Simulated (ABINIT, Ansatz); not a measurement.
# In (I4/mmm): phonons by linear response, part 3 of 4

Aim: the phonon dispersion of In (I4/mmm), checked by a second program.

ABINIT 10.8.3; DFT LDA, scalar-relativistic, plane waves, PseudoDojo norm-conserving pseudopotentials.

So far. Step 3 (Relaxing the cell and atoms): The volume changes by -6.0 % in this run and stands -6.0 % from the first cell. Step 4 (Self-consistent run for the response): The cell stands at -1.2 GPa: the relaxation ran with a smoothed and higher cutoff, and the difference is a stress of the finite basis. The relaxed cell has a = 3.148, c = 4.960 Å (conventional setting).

### 8. Linear response on the mesh

Linear response treats each wavevector in the unit cell, with no supercell; the 4×4×4 mesh fixes the range of the force constants to be had.

dfpt_q.abi

```
ndtset 12

# wavevectors
qpt1 0.25 0.0 0.0
qpt2 0.5 0.0 0.0
qpt3 0.25 0.25 0.0
qpt4 0.5 0.25 0.0
qpt5 -0.25 0.25 0.0
qpt6 0.5 0.5 0.0
qpt7 0.25 0.25 0.25
qpt8 -0.25 0.25 0.25
qpt9 0.5 0.5 0.25
qpt10 -0.25 0.5 0.25
qpt11 -0.25 -0.25 0.25
qpt12 0.5 0.5 0.5

# displacements
getwfk_filepath "gso_WFK"
getwfq_filepath "gso_WFK"
kptopt 3
nqpt 1
rfphon 1
rfatpol 1 1
rfdir 1 1 1
tolvrs 1.0d-10
prtwf 0

# basis, mesh and filling
ecut 31.0
ngkpt 16 16 16
nshiftk 1
shiftk 0.0 0.0 0.0
istwfk *1
occopt 7
tsmear 0.01
nband 12
nstep 100
diemac 1000000.0
prtebands 0
prtgsr 0
useylm 1

# cell and atoms
acell 6.297564875 6.297564875 6.297564875
rprim 
    -0.4723138467 0.4723138467 0.7442037761
    0.4723138467 -0.4723138467 0.7442037761
    0.4723138467 0.4723138467 -0.7442037761
ntypat 1
znucl 49
natom 1
typat 1
xred 
    0.0 0.0 0.0
pp_dirpath "./pseudo"
pseudos "In.upf"
```

Launch:

```bash
> OMP_NUM_THREADS=1 mpirun -n 16 abinit dfpt_q.abi > dfpt_q.log
```

Numbers of over 12 decimals in the logs are rounded to 6 here.

dfpt_q.abo, the main output file:

```text
[banners, grids, parts of the stress and lines that vanish by symmetry left out]
- input  file    -> dfpt_q.abi
- output file    -> dfpt_q.abo
- root for input  files -> dfpt_qi
[...]
DATASET    1 : space group I4/m m m (#139); Bravais tI (body-center tetrag.)
[...]
nfft =       32768          nkpt =        4096
[...]
DATASET    2 : space group I4/m m m (#139); Bravais tI (body-center tetrag.)
[...]
nfft =       32768          nkpt =        4096
[...]
DATASET    3 : space group I4/m m m (#139); Bravais tI (body-center tetrag.)
[...]
nfft =       32768          nkpt =        4096
[...]
DATASET    4 : space group I4/m m m (#139); Bravais tI (body-center tetrag.)
[...]
nfft =       32768          nkpt =        4096
[...]
DATASET   11 : space group I4/m m m (#139); Bravais tI (body-center tetrag.)
[...]
nfft =       32768          nkpt =        4096
[...]
DATASET   12 : space group I4/m m m (#139); Bravais tI (body-center tetrag.)
[...]
nfft =       32768          nkpt =        4096
[...]
== DATASET  1 ==================================================================
[...]
cutoff_energies: {ecut:  31.0, pawecutdg:  -1.0, }
[...]
Perturbation : displacement of atom   1   along direction   1
[...]
-ETOT  1   3.884227     -1.043E+04 2.018E+01 3.493E+03
 ETOT  2  0.723680     -3.161E+00 6.162E-02 1.033E+03
 ETOT  3  0.674056     -4.962E-02 1.532E-03 3.099E+01
 ETOT  4  0.672611     -1.445E-03 3.007E-04 1.091E+00
 ETOT  5  0.672403     -2.082E-04 4.375E-06 8.199E-02
[...]
At SCF step   11       vres2   =  1.33E-12 < tolvrs=  1.00E-10 =>converged.
[...]
Perturbation : displacement of atom   1   along direction   2
[...]
-ETOT  1   3.235324     -1.014E+04 2.039E+01 2.020E+02
[...]
At SCF step   10       vres2   =  8.28E-11 < tolvrs=  1.00E-10 =>converged.
[...]
Phonon wavevector (reduced coordinates) :  0.25000  0.00000  0.00000
 Phonon energies in Hartree :
[...]
Phonon frequencies in cm-1    :
-  1.945036E+01  2.519850E+01  8.098182E+01
[...]
== DATASET  2 ==================================================================
[...]
cutoff_energies: {ecut:  31.0, pawecutdg:  -1.0, }
[...]
- 49.00000  13.00000  180309                  znucl, zion, pspdat
[...]
Perturbation : displacement of atom   1   along direction   1
[...]
-ETOT  1   4.264524     -1.037E+04 2.031E+01 1.320E+02
[...]
ETOT  9   1.233805      7.276E-12 2.914E-10 1.886E-09
 ETOT 10   1.233805      1.637E-11 4.108E-11 9.818E-12
 At SCF step   10       vres2   =  9.82E-12 < tolvrs=  1.00E-10 =>converged.
[...]
Phonon wavevector (reduced coordinates) :  0.50000  0.50000  0.50000
 Phonon energies in Hartree :
[...]
Phonon frequencies in cm-1    :
-  4.442372E+01  4.442372E+01  1.064778E+02
[...]
fcart4     0.0000000000E+00  0.0000000000E+00  0.0000000000E+00
            fcart5     0.0000000000
================================================================================
```

Run time: 27 min. Hardware: 16 MPI ranks of Arm Neoverse V2, shared host.

Numbers from this step:

```yaml
lowest_mode_on_the_q_mesh_acoustic_ones_at_the_zone_centre_apart: 19.45 cm⁻¹
```

Frequencies (cm⁻¹) before the sum rule at the irreducible wavevectors but Γ, which is solved apart; negative means imaginary. Frequencies by wavevector:

```csv
q (fractions),star,mode 1,mode 2,mode 3
0.25 0 0,8,19.45,25.2,80.98
0.5 0 0,4,20.25,37.44,122.3
0.25 0.25 0,8,38.95,73.95,94.93
0.5 0.25 0,16,46.89,70.99,112.5
-0.25 0.25 0,4,29.68,50.72,86.66
0.5 0.5 0,2,43.24,83.57,122
0.25 0.25 0.25,2,51.69,105.7,105.7
-0.25 0.25 0.25,4,25.57,66.79,111.6
0.5 0.5 0.25,4,72.2,83.03,93.9
-0.25 0.5 0.25,8,31.57,72.75,101.2
-0.25 -0.25 0.25,2,25.61,25.61,78.68
0.5 0.5 0.5,1,44.42,44.42,106.5
```

### 9. Interpolated phonon bands

anaddb transforms the dynamical matrices to force constants and back along the path; points of the mesh come back as solved, but for the sum rule and, in polar crystals, the LO-TO term at Γ; the rest is interpolation.

anaddb.abi

```
ddb_filepath "all_DDB"
output_file "anaddb.abo"
outdata_prefix "anaddb"
ifcflag 1
ngqpt 4 4 4
nqshft 1
q1shft 0.0 0.0 0.0
asr 1
chneut 0
dipdip 0
dipquad 0
quadquad 0
enunit 0
eivec 0
nph1l 94
qph1l 
    0.0 0.0 0.0 1.0
    0.0 0.0 0.05 1.0
    0.0 0.0 0.1 1.0
    0.0 0.0 0.15 1.0
    0.0 0.0 0.2 1.0
    0.0 0.0 0.25 1.0
    0.0 0.0 0.3 1.0
    0.0 0.0 0.35 1.0
    0.0 0.0 0.4 1.0
    0.0 0.0 0.45 1.0
    0.0 0.0 0.5 1.0
    0.025 0.025 0.475 1.0
    0.05 0.05 0.45 1.0
    0.075 0.075 0.425 1.0
    0.1 0.1 0.4 1.0
    0.125 0.125 0.375 1.0
    0.15 0.15 0.35 1.0
    0.175 0.175 0.325 1.0
    0.2 0.2 0.3 1.0
    0.225 0.225 0.275 1.0
    0.25 0.25 0.25 1.0
    0.225 0.275 0.225 1.0
    0.2 0.3 0.2 1.0
    0.175 0.325 0.175 1.0
    0.15 0.35 0.15 1.0
    0.125 0.375 0.125 1.0
    0.1 0.4 0.1 1.0
    0.075 0.425 0.075 1.0
    0.05 0.45 0.05 1.0
    0.025 0.475 0.025 1.0
    0.0 0.5 0.0 1.0
    0.0 0.45 0.0 1.0
    0.0 0.4 0.0 1.0
    0.0 0.35 0.0 1.0
    0.0 0.3 0.0 1.0
    0.0 0.25 0.0 1.0
    0.0 0.2 0.0 1.0
    0.0 0.15 0.0 1.0
    0.0 0.1 0.0 1.0
    0.0 0.05 0.0 1.0
    0.0 0.0 0.0 1.0
    0.05 0.05 -0.05 1.0
    0.1 0.1 -0.1 1.0
    0.15 0.15 -0.15 1.0
    0.2 0.2 -0.2 1.0
    0.25 0.25 -0.25 1.0
    0.3 0.3 -0.3 1.0
    0.35 0.35 -0.35 1.0
    0.4 0.4 -0.4 1.0
    0.45 0.45 -0.45 1.0
    0.5 0.5 -0.5 1.0
    0.48506973 0.51493027 -0.48506973 1.0
    0.47013945 0.52986055 -0.47013945 1.0
    0.45520918 0.54479082 -0.45520918 1.0
    0.4402789 0.5597211 -0.4402789 1.0
    0.42534863 0.57465137 -0.42534863 1.0
    0.41041835 0.58958165 -0.41041835 1.0
    0.39548808 0.60451192 -0.39548808 1.0
    0.3805578 0.6194422 -0.3805578 1.0
    0.36562753 0.63437247 -0.36562753 1.0
    0.35069725 0.64930275 -0.35069725 1.0
    -0.35069725 0.35069725 0.35069725 1.0
    -0.31562753 0.31562753 0.31562753 1.0
    -0.2805578 0.2805578 0.2805578 1.0
    -0.24548808 0.24548808 0.24548808 1.0
    -0.21041835 0.21041835 0.21041835 1.0
    -0.17534863 0.17534863 0.17534863 1.0
    -0.1402789 0.1402789 0.1402789 1.0
    -0.10520918 0.10520918 0.10520918 1.0
    -0.07013945 0.07013945 0.07013945 1.0
    -0.03506973 0.03506973 0.03506973 1.0
    0.0 0.0 0.0 1.0
    0.0 0.0 0.5 1.0
    -0.02013945 0.02013945 0.5 1.0
    -0.0402789 0.0402789 0.5 1.0
    -0.06041835 0.06041835 0.5 1.0
    -0.0805578 0.0805578 0.5 1.0
    -0.10069725 0.10069725 0.5 1.0
    -0.1208367 0.1208367 0.5 1.0
    -0.14097616 0.14097616 0.5 1.0
    -0.16111561 0.16111561 0.5 1.0
    -0.18125506 0.18125506 0.5 1.0
    -0.20139451 0.20139451 0.5 1.0
    0.5 0.5 -0.20139451 1.0
    0.5 0.5 -0.23125506 1.0
    0.5 0.5 -0.26111561 1.0
    0.5 0.5 -0.29097616 1.0
    0.5 0.5 -0.3208367 1.0
    0.5 0.5 -0.35069725 1.0
    0.5 0.5 -0.3805578 1.0
    0.5 0.5 -0.41041835 1.0
    0.5 0.5 -0.4402789 1.0
    0.5 0.5 -0.47013945 1.0
    0.5 0.5 -0.5 1.0
```

mrgddb.in

```
all_DDB
merged
13
dfpt_gammao_DDB
dfpt_qo_DS1_DDB
dfpt_qo_DS2_DDB
dfpt_qo_DS3_DDB
dfpt_qo_DS4_DDB
dfpt_qo_DS5_DDB
dfpt_qo_DS6_DDB
dfpt_qo_DS7_DDB
dfpt_qo_DS8_DDB
dfpt_qo_DS9_DDB
dfpt_qo_DS10_DDB
dfpt_qo_DS11_DDB
dfpt_qo_DS12_DDB
```

Launch:

```bash
> mrgddb < mrgddb.in > mrgddb.log
> OMP_NUM_THREADS=1 anaddb anaddb.abi > anaddb.log
```

anaddb.abo, the main output file:

```text
[banners, grids, parts of the stress and lines that vanish by symmetry left out]
-outvars_anaddb: echo values of input variables ----------------------

 Flags :
[...]
Phonon wavevector (reduced coordinates) :  0.00000  0.00000  0.00000
 Phonon energies in Hartree :
[...]
Phonon frequencies in cm-1    :
-  0.000000E+00  0.000000E+00  0.000000E+00
[...]
Phonon wavevector (reduced coordinates) :  0.00000  0.00000  0.05000
 Phonon energies in Hartree :
[...]
Phonon frequencies in cm-1    :
- -4.753934E+00  9.004395E+00  2.054521E+01
[...]
Phonon wavevector (reduced coordinates) :  0.00000  0.00000  0.10000
 Phonon energies in Hartree :
[...]
Phonon frequencies in cm-1    :
- -5.423566E+00  1.877726E+01  4.015546E+01
[...]
Phonon wavevector (reduced coordinates) :  0.00000  0.00000  0.15000
 Phonon energies in Hartree :
[...]
Phonon frequencies in cm-1    :
-  1.005201E+01  2.937635E+01  5.799699E+01
[...]
Phonon wavevector (reduced coordinates) :  0.00000  0.00000  0.20000
 Phonon energies in Hartree :
[...]
Phonon frequencies in cm-1    :
-  2.069981E+01  4.023983E+01  7.352665E+01
[...]
Phonon wavevector (reduced coordinates) :  0.00000  0.00000  0.25000
 Phonon energies in Hartree :
[...]
Phonon frequencies in cm-1    :
-  2.978609E+01  5.074451E+01  8.667874E+01
  Phonon wavevector (reduced coordinates) :  0.00000  0.00000  0.30000
 Phonon energies in Hartree :
[...]
Phonon frequencies in cm-1    :
-  3.652783E+01  6.053891E+01  9.781055E+01
  Phonon wavevector (reduced coordinates) :  0.00000  0.00000  0.35000
 Phonon energies in Hartree :
[...]
Phonon frequencies in cm-1    :
-  4.065197E+01  6.938159E+01  1.072895E+02
  Phonon wavevector (reduced coordinates) :  0.00000  0.00000  0.40000
 Phonon energies in Hartree :
[...]
Phonon frequencies in cm-1    :
-  4.259697E+01  7.675891E+01  1.149918E+02
  Phonon wavevector (reduced coordinates) :  0.00000  0.00000  0.45000
 Phonon energies in Hartree :
[...]
Phonon frequencies in cm-1    :
-  4.321727E+01  8.178930E+01  1.202022E+02
  Phonon wavevector (reduced coordinates) :  0.00000  0.00000  0.50000
 Phonon energies in Hartree :
[...]
Phonon frequencies in cm-1    :
-  4.331552E+01  8.358983E+01  1.220648E+02
  Phonon wavevector (reduced coordinates) :  0.02500  0.02500  0.47500
 Phonon energies in Hartree :
[...]
Phonon frequencies in cm-1    :
-  4.354141E+01  8.391457E+01  1.218885E+02
  Phonon wavevector (reduced coordinates) :  0.05000  0.05000  0.45000
 Phonon energies in Hartree :
[...]
Phonon frequencies in cm-1    :
-  4.419045E+01  8.487099E+01  1.213606E+02
  Phonon wavevector (reduced coordinates) :  0.07500  0.07500  0.42500
 Phonon energies in Hartree :
[...]
Phonon frequencies in cm-1    :
-  4.518277E+01  8.640814E+01  1.204845E+02
[...]
Phonon wavevector (reduced coordinates) :  0.45521  0.54479 -0.45521
 Phonon energies in Hartree :
[...]
Phonon frequencies in cm-1    :
-  4.318294E+01  5.418595E+01  1.051352E+02
  Phonon wavevector (reduced coordinates) :  0.44028  0.55972 -0.44028
 Phonon energies in Hartree :
[...]
Phonon frequencies in cm-1    :
-  4.222942E+01  6.035540E+01  1.040868E+02
  Phonon wavevector (reduced coordinates) :  0.42535  0.57465 -0.42535
 Phonon energies in Hartree :
[...]
Phonon frequencies in cm-1    :
-  4.104787E+01  6.709232E+01  1.027608E+02
  Phonon wavevector (reduced coordinates) :  0.41042  0.58958 -0.41042
 Phonon energies in Hartree :
[...]
Phonon frequencies in cm-1    :
-  3.967162E+01  7.400650E+01  1.011683E+02
  Phonon wavevector (reduced coordinates) :  0.39549  0.60451 -0.39549
 Phonon energies in Hartree :
[...]
Phonon frequencies in cm-1    :
-  3.814131E+01  8.080540E+01  9.931842E+01
  Phonon wavevector (reduced coordinates) :  0.38056  0.61944 -0.38056
 Phonon energies in Hartree :
[...]
Phonon frequencies in cm-1    :
-  3.650442E+01  8.726720E+01  9.721610E+01
[...]
Phonon wavevector (reduced coordinates) :  0.50000  0.50000 -0.47014
 Phonon energies in Hartree :
[...]
Phonon frequencies in cm-1    :
-  4.510300E+01  4.595266E+01  1.061992E+02
  Phonon wavevector (reduced coordinates) :  0.50000  0.50000 -0.50000
 Phonon energies in Hartree :
[...]
Phonon frequencies in cm-1    :
-  4.445319E+01  4.445319E+01  1.065083E+02
-
```

The job ended after 0.58 s (1 thread).

Read from the output:

| Item | Value |
| --- | --- |
| lowest frequency on the path | -5.424 cm⁻¹ |

Anaddb. Phonon branches along the path, in cm⁻¹:

```csv
point,branch 1,branch 2,branch 3
Γ,0,0,0
halfway,30,51,87
X,43,84,122
halfway,48,91,118
P,52,106,106
halfway,43,72,114
N,20,38,122
halfway,20,25,81
Γ,0,0,0
halfway,26,26,79
M,44,44,106
halfway,41,67,103
S,33,92,98
jump to S0,33,92,98
halfway,24,39,94
Γ,0,0,0
jump to X,43,84,122
halfway,53,82,117
R,73,77,103
jump to G,73,77,103
halfway,58,71,98
M,44,44,106
```

The phonon branches as a text plot (rows in cm⁻¹; labels by their first letter):

```
    120 |        ***      ***                           **
    114 |       *   *    *   *                   *        *
    109 |      *     * **                  *    *
    104 |            **       *           * **    *        *   **
     98 |     *     *                    *    **              *
     93 |              *                       *   *        *
     88 |    *     *                    *     *             **
     82 |        **     *      *                *       ***
     77 |       *                      *         *  *      *
     72 |   *  *                                            * *
     66 |                       *     *      *             * *
     61 |     *          *                           *    *
     56 |  *                                *                 **
     50 |    *      ****         *                *      *     *
     45 |       ****    * *               ***           *       *
     40 | * *  *         ****                *     *  *
     35 |     *              **      *   *    **
     29 |  * *                          *       **
     24 |                  *   *       *          ***
     19 |** *               ***** * * *              * *
     13 |                        *                   **
      8 |* *                      *  *                 *
      3 |                         ***
     -3 |**                                           **
         Γ       X   P      N      Γ       M  S|S      Γ|XR|G   M
```

The path dips to 5i cm⁻¹ between the solved wavevectors, whose modes are all real, so the dip may come from the interpolation.

### 10. Sums over the zone

Sums over the zone need many more wavevectors than were solved, so the interpolation is sampled on a dense mesh.

anaddb.abi

```
ddb_filepath "all_DDB"
output_file "anaddb.abo"
outdata_prefix "anaddb"
ifcflag 1
ngqpt 4 4 4
nqshft 1
q1shft 0.0 0.0 0.0
asr 1
chneut 0
dipdip 0
dipquad 0
quadquad 0
prtdos 2
ng2qpt 17 17 20
dosdeltae 4.5563e-06
ntemper 11
temperinc 100.0
tempermin 0.0
```

Launch:

```bash
> OMP_NUM_THREADS=1 anaddb anaddb.abi > anaddb.log
```

anaddb.abo, the main output file:

```text
[banners, grids, parts of the stress and lines that vanish by symmetry left out]
-outvars_anaddb: echo values of input variables ----------------------

 Flags :
     ifcflag         1
 Miscellaneous information :
         asr         1
      chneut         0
 Interatomic Force Constants Inputs :
      dipdip         0
     dipquad         0
    quadquad         0
      ifcana         0
      ifcout         0
 Description of grid 1 :
        brav         1
       ngqpt         4         4         4
      nqshft         1
      q1shft
                     0.00000000E+00  0.00000000E+00  0.00000000E+00
 Phonon DOS information :
   dosdeltae  4.55630000E-06
    dossmear  4.55633525E-06
 Description of grid 2 (Fourier interp. or BZ sampling):
      ng2qpt        17        17        20
      ngrids         4
      q2shft         0.00000000E+00  0.00000000E+00  0.00000000E+00

================================================================================

 read the DDB information and perform some checks

  ==== Info on the Cryst% object ====
 Real(R)+Recip(G) space primitive vectors, cartesian coordinates (Bohr,Bohr^-1):
 R(1)= -2.9744271  2.9744271  4.6866716  G(1)=  0.0000000  0.1680996  0.1066855
 R(2)=  2.9744271 -2.9744271  4.6866716  G(2)=  0.1680996  0.0000000  0.1066855
 R(3)=  2.9744271  2.9744271 -4.6866716  G(3)=  0.1680996  0.1680996  0.0000000
 Unit cell volume ucvol=  1.6585599E+02 bohr^3
 Angles (23,13,12)=  1.23630803E+02  1.23630803E+02  8.38184903E+01 degrees
 Time-reversal symmetry is present
 Reduced atomic positions [iatom, xred, symbol]:
    1)    0.0000000  0.0000000  0.0000000  In

 DDB file with 13 blocks has been read.

================================================================================

 Calculation of the interatomic forces

       Homogeneous q point set in the B.Z.
 Grid q points  :       64
  1)   0.00000000E+00  0.00000000E+00  0.00000000E+00
  2)   2.50000000E-01  0.00000000E+00  0.00000000E+00
  3)   5.00000000E-01  0.00000000E+00  0.00000000E+00
  4)  -2.50000000E-01  0.00000000E+00  0.00000000E+00
  5)   0.00000000E+00  2.50000000E-01  0.00000000E+00
  6)   2.50000000E-01  2.50000000E-01  0.00000000E+00
  7)   5.00000000E-01  2.50000000E-01  0.00000000E+00
  8)  -2.50000000E-01  2.50000000E-01  0.00000000E+00
  9)   0.00000000E+00  5.00000000E-01  0.00000000E+00
 10)   2.50000000E-01  5.00000000E-01  0.00000000E+00
 11)   5.00000000E-01  5.00000000E-01  0.00000000E+00
 12)  -2.50000000E-01  5.00000000E-01  0.00000000E+00
 13)   0.00000000E+00 -2.50000000E-01  0.00000000E+00
 14)   2.50000000E-01 -2.50000000E-01  0.00000000E+00
[...]
58)   2.50000000E-01  5.00000000E-01 -2.50000000E-01
 59)   5.00000000E-01  5.00000000E-01 -2.50000000E-01
 60)  -2.50000000E-01  5.00000000E-01 -2.50000000E-01
 61)   0.00000000E+00 -2.50000000E-01 -2.50000000E-01
 62)   2.50000000E-01 -2.50000000E-01 -2.50000000E-01
 63)   5.00000000E-01 -2.50000000E-01 -2.50000000E-01
 64)  -2.50000000E-01 -2.50000000E-01 -2.50000000E-01

 The interatomic forces have been obtained

================================================================================

 Calculation of phonon density of states

 Average speed of sound partial sums:     0.6468547450E-03 (at units)
-                                   =           1.4151 [km/s]

 Debye frequency from partial sums:     0.4588950505E-03 (Ha)
-                                 =     0.3019384385E+01 (THz)
-Debye temperature from partial sums:     0.1449075959E+03 (K)

 Average speed of sound:     0.1394032483E-03 (at units)
-                      =           0.3050 [km/s]

 Debye frequency from DOS:     0.9889617592E-04 (Ha)
-                        =     0.6507055785E+00 (THz)
-Debye temperature from DOS:     0.3122894240E+02 (K)

-
```

Wall time 0.76 s (1 thread).

Read from the output:

* share of modes beyond 3i cm⁻¹ on the dense interpolated mesh: 2.00e-4

The phonon density of states has structure finer than the step of the table below, so its rows give means over 5 cm⁻¹, whole bins alone (the curve runs from -30 to 152 cm⁻¹). Peaks (cm⁻¹: height): 48.0: 0.0556, 111.0: 0.0556.

Tetrahedra. Phonon density of states against wavenumber; means over each step:

```csv
wavenumber (cm⁻¹),phonon density of states (1/cm⁻¹/cell)
-10,0
-5,1.4e-4
0,5.3e-4
5,0.00124
10,0.00284
15,0.00587
20,0.0126
25,0.0277
30,0.0311
35,0.0360
40,0.0453
45,0.0535
50,0.0398
55,0.0253
60,0.0225
65,0.0212
70,0.0207
75,0.0217
80,0.0247
85,0.0230
90,0.0173
95,0.0236
100,0.0300
105,0.0299
110,0.0455
115,0.0290
120,0.00930
125,4.5e-6
```

[end of part 3 of 4]

[Host names and launcher messages were left out of these logs when they were recorded.]

[Logs are printed without paths, hosts, clocks, repeated set-up lines and the standing remarks that a program may print on its own settings, such as how far it seeks lower states.]

[Hosts, paths, dates, database ids (printed as entryN), source tags and the programs' standing remarks are cut or masked in the printed files.]
